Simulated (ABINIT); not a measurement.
# InH (P6_3/mmc): from the cell to the phonon bands

How does InH (P6_3/mmc) vibrate, and is this structure a minimum?

Main program and level: ABINIT 10.8.3; DFT LDA, scalar-relativistic, plane waves, HGH norm-conserving pseudopotentials.

The structure was built from a prototype and need not be the compound's stable phase.

**1. The starting structure**

Symmetry: P6_3/mmc, No. 194, hexagonal system. The conventional cell has a = 4.302 Å, b = 4.302 Å, c = 6.210 Å, α = 90.00°, β = 90.00°, γ = 120.00°. In has 3 H at 2.48 Å nearest. H has 3 In at 2.48 Å nearest. Farther neighbours are not listed.

As a file:

```xyz
4
Lattice="4.3024 0.0000 0.0000 -2.1512 3.7260 0.0000 0.0000 0.0000 6.2100" Properties=species:S:1:pos:R:3 pbc="T T T"
In    0.0000    2.4840    1.5525
In    2.1512    1.2420    4.6575
H     2.1512    1.2420    1.5525
H     0.0000    2.4840    4.6575
```

**2. A probe with smearing**

A first run with smearing and empty bands tells whether the crystal has a gap, which decides between fixed occupations and smearing later on.

File probe.abi:

```
# ground state
tolvrs 1.0d-08
prtden 1
prtwf 1
prtpot 1

# basis, mesh and filling
ecut 35.0
ixc 7
ngkpt 6 6 4
nshiftk 1
shiftk 0.0 0.0 0.0
istwfk *1
occopt 7
tsmear 0.005
nband 9
nstep 100
diemac 9.0
prtebands 0
prtgsr 0
useylm 1

# cell and atoms
acell 3*1.0 Angstrom
rprim 
    4.302412103 2.8868e-06 0.0
    -2.151208551 3.725996735 0.0
    0.0 0.0 6.21
ntypat 2
znucl 49 1
natom 4
typat 1 1 2 2
xred 
    1/3 2/3 0.25
    2/3 1/3 0.75
    2/3 1/3 0.25
    1/3 2/3 0.75
pp_dirpath "./pseudo"
pseudos "In.hgh, H.hgh"
```

Command:

```console
$ OMP_NUM_THREADS=1 mpirun -n 4 abinit probe.abi > probe.log
```

Numbers of over 12 decimals in the logs are rounded to 6 here.

probe.abo, the main output file:

```text
[banners, grids, parts of the stress and lines that vanish by symmetry left out]
- input  file    -> probe.abi
- output file    -> probe.abo
- root for input  files -> probei
[...]
Symmetries : space group P6_3/m m c (#194); Bravais hP (primitive hexag.)
[...]
mpw =        6687          nfft =      129600          nkpt =          21
[...]
== DATASET  1 ==================================================================
[...]
cutoff_energies: {ecut:  35.0, pawecutdg:  -1.0, }
[...]
Exchange-correlation functional for the present dataset will be:
  LDA: Perdew-Wang 92 LSD fit to Ceperley-Alder data - ixc=7
[...]
ETOT  1  -5.140228    -5.140E+00 6.107E-03 6.466E+01
 ETOT  2  -5.148256    -8.028E-03 3.188E-03 4.669E+00
 ETOT  3  -5.148599    -3.428E-04 4.602E-04 7.970E-01
 ETOT  4  -5.148728    -1.295E-04 2.249E-05 2.866E-02
 ETOT  5  -5.148730    -1.528E-06 1.230E-05 1.466E-03
 ETOT  6  -5.148730    -1.385E-07 1.236E-06 6.693E-06
 ETOT  7  -5.148730    -9.477E-10 6.134E-07 2.537E-07
 ETOT  8  -5.148730    -5.244E-11 7.353E-08 4.707E-10
 At SCF step    8       vres2   =  4.71E-10 < tolvrs=  1.00E-08 =>converged.
[...]
sigma(1 1)=  2.24338618E-04  sigma(3 2)=  0.00000000E+00
  sigma(2 2)=  2.24338618E-04  sigma(3 1)=  0.00000000E+00
  sigma(3 3)=  1.65248564E-04  sigma(2 1)= -1.21658896E-13
[...]
convergence: {deltae: -5.244E-11, res2:  4.707E-10, residm:  7.353E-08, diffor: null, }
etotal    :  -5.14872996E+00
[...]
sigma(1 1)=  2.24338618E-04  sigma(3 2)=  0.00000000E+00
  sigma(2 2)=  2.24338618E-04  sigma(3 1)=  0.00000000E+00
  sigma(3 3)=  1.65248564E-04  sigma(2 1)= -1.21658896E-13
[...]
- sigma(1 1)=  6.60027001E+00  sigma(3 2)=  0.00000000E+00
- sigma(2 2)=  6.60027001E+00  sigma(3 1)=  0.00000000E+00
- sigma(3 3)=  4.86178060E+00  sigma(2 1)= -3.57932828E-09
[...]
fcart      5.7956894757E-29  2.3901090589E-28 -0.0000000000E+00
           strten      2.2433861783E-04  2.2433861799E-04  1.6524856377E-04
================================================================================

[key lines of the parts left out:]
pressure_GPa:  -6.0208E+00
```

Wall time 10 s (4 MPI ranks of Arm Neoverse V1, shared host); 40 s of CPU time.

Numbers from this step:

* volume per atom: 24.89 Å³
* pressure: -6.021 GPa
* gap on the k-mesh: 0 eV

No gap opens on this mesh, so smearing is kept; the printed pressure holds the stress of the finite basis too.

**3. Rough relaxation**

The typed start is rough, so a first relaxation with smearing and loose thresholds takes it towards rest cheaply.

File prerelax.abi:

```
# relaxation
ionmov 2
optcell 2
dilatmx 1.15
chkdilatmx 0
ntime 40
tolmxf 3.0d-04
tolvrs 1.0d-10
prtwf 0
prtden 0
chksymtnons 0

# basis, mesh and filling
ecut 35.0
ecutsm 3.0
ixc 7
ngkpt 6 6 4
nshiftk 1
shiftk 0.0 0.0 0.0
istwfk *1
occopt 7
tsmear 0.005
nband 9
nstep 100
diemac 1000000.0
prtebands 0
prtgsr 0
useylm 1

# cell and atoms
acell 3*1.0 Angstrom
rprim 
    4.302412103 2.8868e-06 0.0
    -2.151208551 3.725996735 0.0
    0.0 0.0 6.21
ntypat 2
znucl 49 1
natom 4
typat 1 1 2 2
xred 
    1/3 2/3 0.25
    2/3 1/3 0.75
    2/3 1/3 0.25
    1/3 2/3 0.75
pp_dirpath "./pseudo"
pseudos "In.hgh, H.hgh"
```

Command:

```console
$ OMP_NUM_THREADS=1 mpirun -n 4 abinit prerelax.abi > prerelax.log
```

prerelax.abo, the main output file:

```text
[banners, grids, parts of the stress and lines that vanish by symmetry left out]
- input  file    -> prerelax.abi
- output file    -> prerelax.abo
- root for input  files -> prerelaxi
[...]
Symmetries : space group P6_3/m m c (#194); Bravais hP (primitive hexag.)
[...]
mpw =       10140          nfft =      180000          nkpt =          21
[...]
== DATASET  1 ==================================================================
[...]
cutoff_energies: {ecut:  35.0, pawecutdg:  -1.0, }
[...]
Exchange-correlation functional for the present dataset will be:
  LDA: Perdew-Wang 92 LSD fit to Ceperley-Alder data - ixc=7
[...]
ETOT  1  -5.141236    -5.141E+00 4.642E-03 8.880E+01
 ETOT  2  -5.148062    -6.826E-03 6.859E-05 7.927E+00
 ETOT  3  -5.148393    -3.310E-04 3.870E-05 9.528E-01
 ETOT  4  -5.148476    -8.229E-05 4.867E-06 8.419E-02
 ETOT  5  -5.148479    -3.990E-06 1.614E-06 4.322E-03
[...]
ETOT  6  -5.192697    -1.776E-13 1.232E-12 5.164E-11
 At SCF step    6       vres2   =  5.16E-11 < tolvrs=  1.00E-10 =>converged.
[...]
sigma(1 1)= -1.71160446E-06  sigma(3 2)=  0.00000000E+00
  sigma(2 2)= -1.71160415E-06  sigma(3 1)=  0.00000000E+00
  sigma(3 3)=  1.51486248E-07  sigma(2 1)= -2.35380998E-13
[...]
convergence: {deltae: -1.776E-13, res2:  5.164E-11, residm:  1.232E-12, diffor: null, }
etotal    :  -5.19269661E+00
[...]
At Broyd/MD step  16, gradients are converged :
[...]
sigma(1 1)= -1.71160446E-06  sigma(3 2)=  0.00000000E+00
  sigma(2 2)= -1.71160415E-06  sigma(3 1)=  0.00000000E+00
  sigma(3 3)=  1.51486248E-07  sigma(2 1)= -2.35380998E-13
[...]
- sigma(1 1)= -5.03571417E-02  sigma(3 2)=  0.00000000E+00
- sigma(2 2)= -5.03571328E-02  sigma(3 1)=  0.00000000E+00
- sigma(3 3)=  4.45687930E-03  sigma(2 1)= -6.92514805E-09
[...]
fcart     -4.0883407222E-28 -3.0348101899E-28 -0.0000000000E+00
           strten     -1.7116044556E-06 -1.7116041537E-06  1.5148624829E-07
================================================================================

[key lines of the parts left out:]
pressure_GPa:   3.2086E-02
Total energy (etotal) [Ha]= -5.19269660518502E+00
```

Run time: 3.3 min. Hardware: 4 MPI ranks.

Step by step:

```
step  energy less that of the first step (eV)  largest force (eV/Å)  volume (Å³)
   1                                   0.0000                0.0000        99.55
   2                                  -0.0660                0.0000        97.78
   3                                  30.2249                0.0000        18.72
   4                                  -0.2741                0.0000        92.17
   5                                  -0.4555                0.0000        87.32
   6                                  56.0706                0.0000        14.36
   7                                  -0.5737                0.0000        84.18
   8                                  -0.6803                0.0000        81.32
   9                                   2.0866                0.0000        37.28
  10                                  -0.9911                0.0000        72.44
  11                                  -1.1346                0.0000        66.94
  12                                  -1.1779                0.0000        59.93
  13                                  -1.1889                0.0000        62.03
  14                                  -1.1903                0.0000        61.93
  15                                  -1.2029                0.0000        60.86
  16                                  -1.2032                0.0000        61.19
```

```
     cell as run  before  after   change
           a (Å)   4.302  3.660  -14.9 %
           b (Å)   4.302  3.660  -14.9 %
           c (Å)   6.210  5.276  -15.0 %
volume (Å³/atom)   24.89  15.30  -38.5 %
```

The relaxed structure:

```
In H
1.0
     3.65950    0.00000    0.00000
    -1.82975    3.16922    0.00000
     0.00000    0.00000    5.27585
In H
2 2
Direct
  0.33333 0.66667 0.25000
  0.66667 0.33333 0.75000
  0.66667 0.33333 0.25000
  0.33333 0.66667 0.75000
```

Numbers from this step:

* volume per atom: 15.30 Å³
* pressure: 0.03209 GPa

The volume changes by -38.5 % in this run and stands -38.5 % from the first cell.

**4. Rough relaxation**

The cell changed much, so the rough relaxation is repeated on a basis made for the new cell.

prerelax.abi: that of step 3 with these lines changed.

```diff
@@ -32,5 +32,5 @@
 rprim 
-    4.302412103 2.8868e-06 0.0
-    -2.151208551 3.725996735 0.0
-    0.0 0.0 6.21
+    3.659504356 2.4552e-06 0.0
+    -1.829754304 3.16922251 0.0
+    0.0 0.0 5.275851602
 ntypat 2
```

prerelax.abo, the main output file:

```text
[banners, grids, parts of the stress and lines that vanish by symmetry left out]
- input  file    -> prerelax.abi
- output file    -> prerelax.abo
- root for input  files -> prerelaxi
[...]
Symmetries : space group P6_3/m m c (#194); Bravais hP (primitive hexag.)
[...]
mpw =        6246          nfft =      129600          nkpt =          21
[...]
== DATASET  1 ==================================================================
[...]
cutoff_energies: {ecut:  35.0, pawecutdg:  -1.0, }
[...]
Exchange-correlation functional for the present dataset will be:
  LDA: Perdew-Wang 92 LSD fit to Ceperley-Alder data - ixc=7
[...]
ETOT  1  -5.187723    -5.188E+00 8.590E-03 4.415E+01
 ETOT  2  -5.192628    -4.905E-03 2.548E-04 2.893E+00
 ETOT  3  -5.192692    -6.452E-05 3.046E-04 8.938E-02
 ETOT  4  -5.192697    -4.113E-06 8.171E-05 1.064E-03
 ETOT  5  -5.192697    -5.238E-08 2.310E-05 5.322E-05
 ETOT  6  -5.192697    -2.981E-09 4.153E-05 8.716E-07
 ETOT  7  -5.192697    -3.589E-11 9.764E-06 1.958E-09
 ETOT  8  -5.192697    -2.256E-13 1.625E-05 2.909E-11
 At SCF step    8       vres2   =  2.91E-11 < tolvrs=  1.00E-10 =>converged.
[...]
sigma(1 1)= -1.71176432E-06  sigma(3 2)=  0.00000000E+00
  sigma(2 2)= -1.71176436E-06  sigma(3 1)=  0.00000000E+00
  sigma(3 3)=  1.51325813E-07  sigma(2 1)= -1.35560703E-13
[...]
convergence: {deltae: -2.256E-13, res2:  2.909E-11, residm:  1.625E-05, diffor: null, }
etotal    :  -5.19269661E+00
[...]
At Broyd/MD step   1, gradients are converged :
[...]
sigma(1 1)= -1.71176432E-06  sigma(3 2)=  0.00000000E+00
  sigma(2 2)= -1.71176436E-06  sigma(3 1)=  0.00000000E+00
  sigma(3 3)=  1.51325813E-07  sigma(2 1)= -1.35560703E-13
[...]
- sigma(1 1)= -5.03618450E-02  sigma(3 2)=  0.00000000E+00
- sigma(2 2)= -5.03618464E-02  sigma(3 1)=  0.00000000E+00
- sigma(3 3)=  4.45215914E-03  sigma(2 1)= -3.98833358E-09
[...]
fcart     -2.3361966149E-28  1.1240011904E-28 -0.0000000000E+00
           strten     -1.7117643198E-06 -1.7117643649E-06  1.5132581337E-07
================================================================================

[key lines of the parts left out:]
pressure_GPa:   3.2091E-02
Total energy (etotal) [Ha]= -5.19269660517743E+00
```

Wall time 9.6 s (4 MPI ranks); 38 s of CPU time.

Little changed from the start: no atom moved by 0.005 Å and no cell edge by 0.1 %.

The volume changes by +0.0 % in this run and stands -38.5 % from the first cell.

**5. Relaxing the cell and atoms**

The harmonic expansion needs vanishing forces, and a free crystal bears no stress, so cell and atoms are brought to rest. Stress is more sensitive to the basis than forces are: the last 3 Ha under the cutoff are smoothed with ecutsm, and the cutoff is raised above that of the later runs.

File relax.abi:

```
# relaxation
ionmov 2
optcell 2
dilatmx 1.08
ntime 40
tolmxf 1.0d-05
tolvrs 1.0d-14
prtwf 0
prtden 0
chksymtnons 0

# basis, mesh and filling
ecut 43.0
ecutsm 3.0
ixc 7
ngkpt 9 9 6
nshiftk 1
shiftk 0.0 0.0 0.0
istwfk *1
occopt 7
tsmear 0.01
nband 9
nstep 100
diemac 1000000.0
prtebands 0
prtgsr 0
useylm 1

# cell and atoms
acell 3*1.0 Angstrom
rprim 
    3.659504358 2.455e-06 0.0
    -1.829754305 3.169222512 0.0
    0.0 0.0 5.275851606
ntypat 2
znucl 49 1
natom 4
typat 1 1 2 2
xred 
    1/3 2/3 0.25
    2/3 1/3 0.75
    2/3 1/3 0.25
    1/3 2/3 0.75
pp_dirpath "./pseudo"
pseudos "In.hgh, H.hgh"
```

Command:

```console
$ OMP_NUM_THREADS=1 mpirun -n 4 abinit relax.abi > relax.log
```

relax.abo, the main output file:

```text
[banners, grids, parts of the stress and lines that vanish by symmetry left out]
- input  file    -> relax.abi
- output file    -> relax.abo
- root for input  files -> relaxi
[...]
Symmetries : space group P6_3/m m c (#194); Bravais hP (primitive hexag.)
[...]
mpw =        7027          nfft =      147456          nkpt =          48
[...]
== DATASET  1 ==================================================================
[...]
cutoff_energies: {ecut:  43.0, pawecutdg:  -1.0, }
[...]
Exchange-correlation functional for the present dataset will be:
  LDA: Perdew-Wang 92 LSD fit to Ceperley-Alder data - ixc=7
[...]
ETOT  1  -5.187484    -5.187E+00 1.059E-02 5.204E+01
 ETOT  2  -5.193960    -6.476E-03 2.129E-04 3.538E+00
 ETOT  3  -5.194045    -8.485E-05 6.871E-05 9.939E-02
 ETOT  4  -5.194050    -4.691E-06 2.025E-04 1.327E-03
 ETOT  5  -5.194050    -7.987E-08 3.742E-06 7.406E-05
[...]
At SCF step   10       vres2   =  3.62E-16 < tolvrs=  1.00E-14 =>converged.
[...]
sigma(1 1)=  1.97323242E-05  sigma(3 2)=  0.00000000E+00
  sigma(2 2)=  1.97323240E-05  sigma(3 1)=  0.00000000E+00
  sigma(3 3)= -6.25210507E-05  sigma(2 1)= -4.77731045E-14
[...]
convergence: {deltae: -3.553E-15, res2:  3.617E-16, residm:  1.261E-06, diffor: null, }
etotal    :  -5.19405002E+00
[...]
ETOT  1  -5.194108    -5.194E+00 3.070E-02 2.866E-03
[...]
At SCF step    8       vres2   =  2.53E-16 < tolvrs=  1.00E-14 =>converged.
[...]
sigma(1 1)=  2.03385449E-05  sigma(3 2)=  0.00000000E+00
  sigma(2 2)=  2.03385446E-05  sigma(3 1)=  0.00000000E+00
  sigma(3 3)= -6.13393359E-05  sigma(2 1)= -4.77263647E-14
[...]
convergence: {deltae: -5.596E-14, res2:  2.533E-16, residm:  1.890E-09, diffor: null, }
etotal    :  -5.19410775E+00
[...]
ETOT  1  -5.184694    -5.185E+00 1.141E+01 7.304E+01
[...]
At SCF step   10       vres2   =  2.96E-16 < tolvrs=  1.00E-14 =>converged.
[...]
sigma(1 1)= -1.47522137E-04  sigma(3 2)=  0.00000000E+00
  sigma(2 2)= -1.47522138E-04  sigma(3 1)=  0.00000000E+00
  sigma(3 3)=  1.23915605E-04  sigma(2 1)= -3.88814892E-14
[...]
convergence: {deltae:  2.753E-14, res2:  2.963E-16, residm:  2.130E-02, diffor: null, }
etotal    :  -5.18993325E+00
[...]
ETOT  1  -5.194102    -5.194E+00 1.365E+04 1.547E+01
[...]
At SCF step   10       vres2   =  3.91E-16 < tolvrs=  1.00E-14 =>converged.
[...]
sigma(1 1)=  1.78386543E-05  sigma(3 2)=  0.00000000E+00
  sigma(2 2)=  1.78386541E-05  sigma(3 1)=  0.00000000E+00
  sigma(3 3)= -2.02843998E-05  sigma(2 1)= -4.61489055E-14
[...]
convergence: {deltae:  1.696E-13, res2:  3.910E-16, residm:  1.767E-06, diffor: null, }
etotal    :  -5.19523035E+00
[...]
ETOT  1  -5.195354    -5.195E+00 4.715E-02 2.886E-01
[...]
sigma(1 1)=  7.73103320E-06  sigma(3 2)=  0.00000000E+00
  sigma(2 2)=  7.73103300E-06  sigma(3 1)=  0.00000000E+00
[...]
convergence: {deltae: -1.164E-13, res2:  3.456E-16, residm:  2.563E-09, diffor: null, }
etotal    :  -5.19537339E+00
[...]
ETOT  1  -5.195380    -5.195E+00 3.983E-01 2.362E-02
[...]
convergence: {deltae: -1.323E-13, res2:  2.327E-15, residm:  2.283E-09, diffor: null, }
etotal    :  -5.19538147E+00
[...]
ETOT  1  -5.195382    -5.195E+00 4.118E-05 3.338E-04
[...]
convergence: {deltae:  3.197E-14, res2:  2.299E-15, residm:  1.322E-06, diffor: null, }
etotal    :  -5.19538198E+00
[...]
ETOT  1  -5.195382    -5.195E+00 2.423E-02 1.177E-02
[...]
At SCF step    8       vres2   =  2.02E-16 < tolvrs=  1.00E-14 =>converged.
[...]
sigma(2 2)=  6.28572002E-08  sigma(3 1)=  0.00000000E+00
  sigma(3 3)=  3.13060692E-07  sigma(2 1)= -4.53488436E-14
[...]
convergence: {deltae: -1.616E-13, res2:  2.017E-16, residm:  2.108E-08, diffor: null, }
etotal    :  -5.19538357E+00
[...]
ETOT  1  -5.195384    -5.195E+00 5.714E-07 4.362E-05
[...]
ETOT  6  -5.195384    -2.576E-14 7.006E-09 1.103E-13
 ETOT  7  -5.195384     4.086E-14 1.093E-08 5.601E-16
 At SCF step    7       vres2   =  5.60E-16 < tolvrs=  1.00E-14 =>converged.
[...]
sigma(1 1)= -8.30594913E-09  sigma(3 2)=  0.00000000E+00
  sigma(2 2)= -8.30615749E-09  sigma(3 1)=  0.00000000E+00
  sigma(3 3)=  3.64502016E-08  sigma(2 1)= -4.53615594E-14
[...]
convergence: {deltae:  4.086E-14, res2:  5.601E-16, residm:  1.093E-08, diffor: null, }
etotal    :  -5.19538359E+00
[...]
At Broyd/MD step   9, gradients are converged :
[...]
sigma(1 1)= -8.30594913E-09  sigma(3 2)=  0.00000000E+00
  sigma(2 2)= -8.30615749E-09  sigma(3 1)=  0.00000000E+00
  sigma(3 3)=  3.64502016E-08  sigma(2 1)= -4.53615594E-14
[...]
- sigma(1 1)= -2.44369460E-04  sigma(3 2)=  0.00000000E+00
- sigma(2 2)= -2.44375590E-04  sigma(3 1)=  0.00000000E+00
- sigma(3 3)=  1.07240196E-03  sigma(2 1)= -1.33458315E-09
[...]
fcart      7.9796057036E-29 -3.2249099717E-28 -0.0000000000E+00
           strten     -8.3059491279E-09 -8.3061574923E-09  3.6450201591E-08
================================================================================

[key lines of the parts left out:]
pressure_GPa:  -1.9455E-04
Total energy (etotal) [Ha]= -5.19538358735991E+00
```

Elapsed: 2.5 min, on 4 MPI ranks; 10 min of CPU time.

Relaxation path:

```
step  energy less that of the first step (eV)  largest force (eV/Å)  volume (Å³)
   1                                   0.0000                0.0000        61.19
   2                                  -0.0016                0.0000        61.23
   3                                   0.1120                0.0000        63.97
   4                                  -0.0321                0.0000        62.23
   5                                  -0.0360                0.0000        62.53
   6                                  -0.0362                0.0000        62.59
   7                                  -0.0362                0.0000        62.57
   8                                  -0.0363                0.0000        62.42
   9                                  -0.0363                0.0000        62.41
```

| conventional cell, symmetrised | before | after | change |
| --- | --- | --- | --- |
| a (Å) | 3.660 | 3.571 | -2.4 % |
| b (Å) | 3.660 | 3.571 | -2.4 % |
| c (Å) | 5.276 | 5.651 | +7.1 % |
| volume (Å³/atom) | 15.30 | 15.60 | +2.0 % |

Final coordinates:

```cif
data_structure
_symmetry_space_group_name_H-M 'P 1'
_symmetry_Int_Tables_number 1
_cell_length_a 3.5713
_cell_length_b 3.5713
_cell_length_c 5.6506
_cell_angle_alpha 90.000
_cell_angle_beta 90.000
_cell_angle_gamma 120.000
_cell_volume 62.41
loop_
_atom_site_label
_atom_site_type_symbol
_atom_site_fract_x
_atom_site_fract_y
_atom_site_fract_z
_atom_site_occupancy
In1 In 0.33333 0.66667 0.25000 1
In2 In 0.66667 0.33333 0.75000 1
H3 H 0.66667 0.33333 0.25000 1
H4 H 0.33333 0.66667 0.75000 1
```

Read from the output:

* volume per atom: 15.60 Å³
* pressure: -1.95e-4 GPa

The volume changes by +2.0 % in this run and stands -37.3 % from the first cell.

(Continued in part 2 of 4.)

[Host names and launcher messages were left out of these logs when they were recorded.]

[Logs are printed without paths, hosts, clocks, repeated set-up lines and the standing remarks that a program may print on its own settings, such as how far it seeks lower states.]

[Hosts, paths, dates, database ids (printed as entryN), source tags and the programs' standing remarks are cut or masked in the printed files.]
